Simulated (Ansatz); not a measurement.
# Electron scattering at the Σ5 (210) boundary in fcc Ag, starting shift (0.25, 0.5), part 3 of 3

Aim: the relaxed structure and the specific resistance of the Σ5 (210) boundary in fcc Ag, starting shift (0.25, 0.5).

Ansatz 0.2.0; Ansatz plane-wave DFT, PBE, PAW files; relaxation of a bicrystal slab with its lowest layers held; PAW set soft_1 (the session's first sound run).

So far. Step 3 (Transmission across the boundary): Over the solved energies the transmission per spin lies between 1.80 and 1.83, out of 2.14 channels of the lead on average (up to 2.16). Step 4 (Specific resistance): Averaged over the energies near the Fermi level, 84.5 % of the channels pass, which makes 0.205 fΩ m².

### Step 5. Single-crystal slab for reference

The free faces cost energy too. A single-crystal slab with the same faces and held layers is relaxed, so that they cancel.

This step: Ansatz plane-wave DFT, PBE, PAW files; relaxation of a single-crystal slab with its lowest layers held; PAW set soft_1 (Ansatz 0.2.0).

System of this step: Ag slab, plane (2, 1, 0). The cell holds 22 atoms: 22 Ag. Cell: a = 5.005 Å, b = 4.086 Å, c = 30.188 Å, α = 90.0°, β = 90.0°, γ = 65.9°. It derives from Ag. Vacuum lies along c.

input.yaml

```yaml
crystal:
  lattice:
    - [5.0045524935, 0.0, 0.0]
    - [1.6681841645, 3.7301731908, 0.0]
    - [0.0, 0.0, 30.187744037]
  atoms:
    - { symbol: Ag, position: [0.4000000003, 0.2999999998, 0.165630131] }
    - { symbol: Ag, position: [3.0e-10, 0.9999999998, 0.1958974506] }
    - { symbol: Ag, position: [0.6000000003, 0.6999999998, 0.2261647702] }
    - { symbol: Ag, position: [0.2000000002, 0.3999999998, 0.2564320898] }
    - { symbol: Ag, position: [0.8000000002, 0.0999999998, 0.2866994094] }
    - { symbol: Ag, position: [0.4000000002, 0.7999999998, 0.3169667291] }
    - { symbol: Ag, position: [2.0e-10, 0.4999999998, 0.3472340487] }
    - { symbol: Ag, position: [0.6000000002, 0.1999999998, 0.3775013683] }
    - { symbol: Ag, position: [0.2000000002, 0.8999999999, 0.4077686879] }
    - { symbol: Ag, position: [0.8000000002, 0.5999999999, 0.4380360075] }
    - { symbol: Ag, position: [0.4000000001, 0.2999999999, 0.4683033271] }
    - { symbol: Ag, position: [1.0e-10, 0.9999999999, 0.4985706467] }
    - { symbol: Ag, position: [0.6000000001, 0.6999999999, 0.5288379663] }
    - { symbol: Ag, position: [0.2000000001, 0.3999999999, 0.5591052859] }
    - { symbol: Ag, position: [0.8000000001, 0.0999999999, 0.5893726055] }
    - { symbol: Ag, position: [0.4000000001, 0.7999999999, 0.6196399251] }
    - { symbol: Ag, position: [1.0e-10, 0.4999999999, 0.6499072447] }
    - { symbol: Ag, position: [0.6000000001, 0.2, 0.6801745643] }
    - { symbol: Ag, position: [0.2, 0.9, 0.710441884] }
    - { symbol: Ag, position: [0.8, 0.6, 0.7407092036] }
    - { symbol: Ag, position: [0.4, 0.3, 0.7709765232] }
    - { symbol: Ag, position: [0.0, 0.0, 0.8012438428] }
kpoints:
  mp_grid: { grid: [6, 6, 1] }
hamiltonian:
  xc: pbe
  pseudopotentials: { kind: paw, azcp: { folder: soft_1 } }
scf:
  occupations: { method: fermi_dirac, width: 0.1 }
relax:
  f_tol: 0.03
  max_steps: 80
  constraints: [{ sites: [0, 1, 2, 3] }]
```

Command:

```console
> ansatz run input.yaml --threads 4 --pin off --max-ram 15360MiB --backend cpu --events-out ev --progress --plain --runs-dir out
```

Numbers of over 12 decimals in the logs are rounded to 6 here.

Output:

```text
Warning: crystal.symmetry: narrowed to the stabiliser of the relax constraints — unitary ops 4 → 2; lowered at sites 0, 1, 2, 3, 18, 19, 20, 21 (the operations that carried what is held of a site onto what its image site leaves free; the constrained walk keeps no symmetry that its constraints do not admit)
[...]
Crystal: 22 atoms, lattice volume = 563.540 Å³
Basis set: ecut = 420 eV, 11077 PW (Γ), exchange–correlation on 72×60×432 points (8 copies of the dense FFT grid, shifted against one another)
Bands: 251, of which v1, the nominal top of the filled ones, is band 209 counted from 1 (208 counted from 0)
Symmetry: 2 space group operations
k-points: 13 of 36 (time reversal used)
[...]
SCF iter   1: F=—  HF=-166996.293577 eV  |F-HF|=—  |Δ(HF+E_count)|=         —  Δρ=5.46e-2  dr2=1.89e1  ethr=3.10e-3  ⟨swp⟩=6.1  Hψ=11508  notcnv=0  defer=92
[...]
SCF iter   8: F=-166991.280119 eV  HF=-166991.280119 eV  |F-HF|=4.52e-7  |Δ(HF+E_count)|=   6.01e-6  Δρ=1.29e-5  dr2=1.36e-6  ethr=5.38e-9  ⟨swp⟩=4.3  Hψ=10304  notcnv=0
SCF 1 converged in 8 iterations: F = -166991.280119 eV  dr2 = 1.36e-6
[...]
relax step   1: F+E_penalty+E_count = -166991.28011852 eV  Δ(F+E_penalty+E_count) = +0.000e0 eV  max|allowed force component| = 3.797e-1 eV/Å  Δτ_max = 0.0000 Å  (8 SCF iters, dr2 threshold 2.25e-5 eV, accepted)
[...]
SCF iter   6: F=-166991.357842 eV  HF=-166991.357843 eV  |F-HF|=3.90e-7  |Δ(HF+E_count)|=   1.13e-6  Δρ=1.28e-5  dr2=9.76e-7  ethr=2.16e-9  ⟨swp⟩=5.0  Hψ=11016  notcnv=0
SCF 2 converged in 6 iterations: F = -166991.357842 eV  dr2 = 9.76e-7
[...]
relax step   2: F+E_penalty+E_count = -166991.35784222 eV  Δ(F+E_penalty+E_count) = -7.772e-2 eV  max|allowed force component| = 7.761e-2 eV/Å  Δτ_max = 0.1912 Å  (6 SCF iters, dr2 threshold 9.01e-6 eV, accepted)
SCF iter   1: F=—  HF=-166991.539515 eV  |F-HF|=—  |Δ(HF+E_count)|=         —  Δρ=7.41e-3  dr2=3.43e-1  ethr=7.29e-4  ⟨swp⟩=7.4  Hψ=8784  notcnv=0  defer=281
[...]
SCF iter   8: F=-166991.417734 eV  HF=-166991.417734 eV  |F-HF|=2.09e-8  |Δ(HF+E_count)|=   7.26e-8  Δρ=2.91e-6  dr2=4.98e-8  ethr=2.39e-11  ⟨swp⟩=4.9  Hψ=10571  notcnv=0
SCF 3 converged in 8 iterations: F = -166991.417734 eV  dr2 = 4.98e-8
relax step   3: F+E_penalty+E_count = -166991.41773423 eV  Δ(F+E_penalty+E_count) = -5.989e-2 eV  max|allowed force component| = 9.031e-2 eV/Å  Δτ_max = 0.1948 Å  (8 SCF iters, accepted)
[...]
relax step   4: F+E_penalty+E_count = -166991.43771019 eV  Δ(F+E_penalty+E_count) = -1.998e-2 eV  max|allowed force component| = 4.747e-2 eV/Å  Δτ_max = 0.1882 Å  (8 SCF iters, accepted)
SCF iter   1: F=—  HF=-166991.451198 eV  |F-HF|=—  |Δ(HF+E_count)|=         —  Δρ=2.20e-3  dr2=3.62e-2  ethr=6.91e-5  ⟨swp⟩=4.2  Hψ=6831  notcnv=0  defer=351
[...]
SCF iter   7: F=-166991.440056 eV  HF=-166991.440056 eV  |F-HF|=3.53e-8  |Δ(HF+E_count)|=   6.04e-8  Δρ=2.97e-6  dr2=5.62e-8  ethr=2.39e-11  ⟨swp⟩=4.9  Hψ=11254  notcnv=0
SCF 5 converged in 7 iterations: F = -166991.440056 eV  dr2 = 5.62e-8
relax step   5: F+E_penalty+E_count = -166991.44005603 eV  Δ(F+E_penalty+E_count) = -2.346e-3 eV  max|allowed force component| = 8.619e-3 eV/Å  Δτ_max = 0.0579 Å  (7 SCF iters, accepted)
SCF converged after 7 iterations
Free energy (F): -166991.440056 eV
[...]
Internal energy: -166991.239271 eV  (E = F + TS)
E sigma→0 (E₀):  -166991.339664 eV
Entropy (-TS):   -0.200785 eV (-9.127 meV/atom)
Fermi energy:    10.114637 eV
[...]
--- Forces (eV/Å), atoms counted from 1 ---
  atom   1  Ag    -0.02022451     0.00904468     0.19134974
  atom   2  Ag    -0.03413335     0.01526490    -0.14800099
  atom   3  Ag     0.03331872    -0.01490058    -0.18175311
  atom   4  Ag    -0.00361835     0.00161818     0.13789773
  atom   5  Ag    -0.00051901     0.00023211    -0.00304491
  atom   6  Ag     0.00136832    -0.00061193     0.00127960
  atom   7  Ag    -0.00086368     0.00038625     0.00026747
  atom   8  Ag     0.00106725    -0.00047729     0.00099172
  atom   9  Ag     0.00050193    -0.00022447     0.00151571
  atom  10  Ag     0.00088776    -0.00039702    -0.00019349
  atom  11  Ag     0.00096034    -0.00042948     0.00079923
  atom  12  Ag     0.00179733    -0.00080379     0.00191932
  atom  13  Ag     0.00186854    -0.00083563     0.00102712
  atom  14  Ag     0.00186717    -0.00083502    -0.00180373
  atom  15  Ag     0.00247158    -0.00110532    -0.00338492
  atom  16  Ag     0.00141038    -0.00063074    -0.00170944
  atom  17  Ag     0.00167678    -0.00074988     0.00042342
  atom  18  Ag     0.00337106    -0.00150758     0.00177966
  atom  19  Ag     0.00294611    -0.00131754     0.00117923
  atom  20  Ag     0.00053886    -0.00024098     0.00540008
  atom  21  Ag     0.00331703    -0.00148342     0.00265242
  atom  22  Ag    -0.00001279     0.00000572    -0.00861866
  max |Σ_I F_I| component: 2.68e-5 eV/Å
--- Relaxed structure (5 steps of the walk, 5 accepted, 0 SCFs on fresh bases) ---
  F+E_penalty+E_count = -166991.44005603 eV   max|allowed force component| = 8.619e-3 eV/Å
  atoms:
    - { symbol: Ag, position: [0.400000, 0.300000, 0.165630] }
    - { symbol: Ag, position: [2.9090901909611944e-10, 1.000000, 0.195897] }
    - { symbol: Ag, position: [0.600000, 0.700000, 0.226165] }
    - { symbol: Ag, position: [0.200000, 0.400000, 0.256432] }
    - { symbol: Ag, position: [0.800758, 0.099621, 0.289101] }
    - { symbol: Ag, position: [0.402314, 0.798843, 0.319712] }
    - { symbol: Ag, position: [0.00387673, 0.498062, 0.350918] }
    - { symbol: Ag, position: [0.602932, 0.198534, 0.382657] }
    - { symbol: Ag, position: [0.202784, 0.898608, 0.413717] }
    - { symbol: Ag, position: [0.803323, 0.598338, 0.445220] }
    - { symbol: Ag, position: [0.403757, 0.298122, 0.476641] }
    - { symbol: Ag, position: [0.0042002, 0.997900, 0.507579] }
    - { symbol: Ag, position: [0.604790, 0.697605, 0.539058] }
    - { symbol: Ag, position: [0.205724, 0.397138, 0.570513] }
    - { symbol: Ag, position: [0.806352, 0.096824, 0.601657] }
    - { symbol: Ag, position: [0.406562, 0.796719, 0.633256] }
    - { symbol: Ag, position: [0.00780638, 0.496097, 0.664644] }
    - { symbol: Ag, position: [0.612137, 0.193932, 0.695580] }
    - { symbol: Ag, position: [0.214690, 0.892655, 0.726637] }
    - { symbol: Ag, position: [0.811770, 0.594115, 0.759506] }
    - { symbol: Ag, position: [0.417811, 0.291095, 0.789797] }
    - { symbol: Ag, position: [0.021897, -0.010948, 0.816807] }
```

Run time: 2.2 min. Hardware: 4 threads of Intel Xeon Platinum 8488C (Sapphire Rapids), shared host; peak memory 3.3 GiB; 8.5 min of CPU time.

The steps of the relaxation:

```csv
step,energy less that of the first step (eV),largest force component (eV/Å)
1,0.0000,0.3797
2,-0.0777,0.0776
3,-0.1376,0.0903
4,-0.1576,0.0475
5,-0.1599,0.0086
```

The atoms that moved most (Å):

```csv
atom,dx,dy,dz,length
Ag21,0.074,-0.033,0.568,0.574
Ag20,0.049,-0.022,0.567,0.570
Ag19,0.061,-0.027,0.489,0.493
Ag22,0.091,-0.041,0.470,0.480
Ag18,0.051,-0.023,0.465,0.468
Ag17,0.033,-0.015,0.445,0.446
Ag16,0.027,-0.012,0.411,0.412
Ag15,0.026,-0.012,0.371,0.372
```

Final coordinates:

```cif
data_structure
_symmetry_space_group_name_H-M 'P 1'
_symmetry_Int_Tables_number 1
_cell_length_a 5.0046
_cell_length_b 4.0862
_cell_length_c 30.1877
_cell_angle_alpha 90.000
_cell_angle_beta 90.000
_cell_angle_gamma 65.905
_cell_volume 563.54
loop_
_atom_site_label
_atom_site_type_symbol
_atom_site_fract_x
_atom_site_fract_y
_atom_site_fract_z
_atom_site_occupancy
Ag1 Ag 0.40000 0.30000 0.16563 1
Ag2 Ag 0.00000 0.00000 0.19590 1
Ag3 Ag 0.60000 0.70000 0.22616 1
Ag4 Ag 0.20000 0.40000 0.25643 1
Ag5 Ag 0.80076 0.09962 0.28910 1
Ag6 Ag 0.40231 0.79884 0.31971 1
Ag7 Ag 0.00388 0.49806 0.35092 1
Ag8 Ag 0.60293 0.19853 0.38266 1
Ag9 Ag 0.20278 0.89861 0.41372 1
Ag10 Ag 0.80332 0.59834 0.44522 1
Ag11 Ag 0.40376 0.29812 0.47664 1
Ag12 Ag 0.00420 0.99790 0.50758 1
Ag13 Ag 0.60479 0.69761 0.53906 1
Ag14 Ag 0.20572 0.39714 0.57051 1
Ag15 Ag 0.80635 0.09682 0.60166 1
Ag16 Ag 0.40656 0.79672 0.63326 1
Ag17 Ag 0.00781 0.49610 0.66464 1
Ag18 Ag 0.61214 0.19393 0.69558 1
Ag19 Ag 0.21469 0.89266 0.72664 1
Ag20 Ag 0.81177 0.59411 0.75951 1
Ag21 Ag 0.41781 0.29109 0.78980 1
Ag22 Ag 0.02190 0.98905 0.81681 1
```

Numbers from this step:

| Property | Result |
| --- | --- |
| free energy | -166991.4401 eV |
| energy at zero smearing | -166991.3397 eV |
| Fermi energy | 10.11 eV |

The largest force component on a free atom ends at 0.0086 eV/Å, under the tolerance of 0.03, after 5 steps.

### Step 6. Bulk reference

The perfect crystal gives the energy per atom, for the atoms by which bicrystal and slab differ.

This step: Ansatz plane-wave DFT, PBE, PAW files; bulk reference; PAW set soft_1 (Ansatz 0.2.0).

System of this step: Ag. The structure is cubic, space group Fm-3m (No. 225). The conventional cell has a = 4.086 Å, b = 4.086 Å, c = 4.086 Å, α = 90.00°, β = 90.00°, γ = 90.00°. Ag has 12 Ag at 2.89 Å nearest.

input.yaml, the sections that differ from step 5:

```yaml
crystal:
  lattice:
    - [0.0, 2.0431, 2.0431]
    - [2.0431, 0.0, 2.0431]
    - [2.0431, 2.0431, 0.0]
  atoms:
    - { symbol: Ag, position: [0.0, 0.0, 0.0] }
kpoints:
  mp_grid: { grid: [18, 18, 18] }
# hamiltonian, scf: as in step 5
# relax: removed
```

Output:

```text
[...]
Crystal: 1 atoms, lattice volume = 17.057 Å³
Basis set: ecut = 420 eV, 331 PW (Γ)
Bands: 14, of which v1, the nominal top of the filled ones, is band 10 counted from 1 (9 counted from 0)
Symmetry: 48 space group operations
[...]
k-points: 195 of 5832
[...]
SCF iter   1: F=—  HF=-7590.851917 eV  |F-HF|=—  |Δ(HF+E_count)|=         —  Δρ=6.99e-2  dr2=8.91e-1  ethr=3.10e-3  ⟨swp⟩=4.8  Hψ=13598  notcnv=0
[...]
SCF iter   6: F=-7590.609256 eV  HF=-7590.609256 eV  |F-HF|=2.22e-9  |Δ(HF+E_count)|=   1.52e-7  Δρ=5.85e-6  dr2=5.76e-9  ethr=4.40e-10  ⟨swp⟩=1.0  Hψ=7318  notcnv=0
SCF 1 converged in 6 iterations: F = -7590.609256 eV  dr2 = 5.76e-9
[...]
SCF converged after 6 iterations
Free energy (F): -7590.609256 eV
[...]
Internal energy: -7590.601829 eV  (E = F + TS)
E sigma→0 (E₀):  -7590.605543 eV
Entropy (-TS):   -0.007428 eV (-7.428 meV/atom)
Fermi energy:    17.239152 eV
[...]
```

Run time: 0.44 s. Hardware: 4 threads; peak memory 0.35 GiB; 1.3 s of CPU time.

Numbers from this step:

```
free energy             : -7590.6093 eV
energy at zero smearing : -7590.6055 eV
Fermi energy            : 17.24 eV
```

### Step 7. Boundary energy

This step: Ansatz plane-wave DFT, PBE, PAW files; bicrystal less single-crystal slab less bulk atoms, a boundary area; PAW set soft_1 (Ansatz 0.2.0).

Numbers from this step:

- excess energy of the cell: 0.6147 eV
- boundary energy: 0.5275 J/m²

The boundary costs 0.53 J/m².

By hand: 0.615 eV / 18.67 Å² × 16.02 = 0.528 J/m².

### Step 8. Outcome

```json
{
  "specific resistance of the boundary": "0.205 fΩ m²",
  "share of channels that pass": "0.845",
  "boundary energy": "0.528 J/m²"
}
```

**Reading.** The boundary has a specific resistance of 0.21 fΩ m² and an energy of 0.53 J/m². The boundary reflects 15 % of the channels; 0.21 fΩ m² is 2.1×10⁻¹² Ω·cm². That equals the resistance of 13 nm of bulk Ag at 300 K (measured 1.629 µΩ cm, CRC Handbook of Chemistry and Physics, 84th ed., 2003, Electrical Resistivity of Pure Metals). In the relaxation the upper grain slid sideways by about 1.2 Å, so the result belongs to the position that it found, not to the starting one. One starting structure was relaxed; another shift or atom count at the boundary may lie lower.

[Logs are printed without paths, hosts, clocks, repeated set-up lines and the standing remarks that a program may print on its own settings, such as how far it seeks lower states.]

[Hosts, paths, dates, database ids (printed as entryN), source tags and the programs' standing remarks are cut or masked in the printed files.]
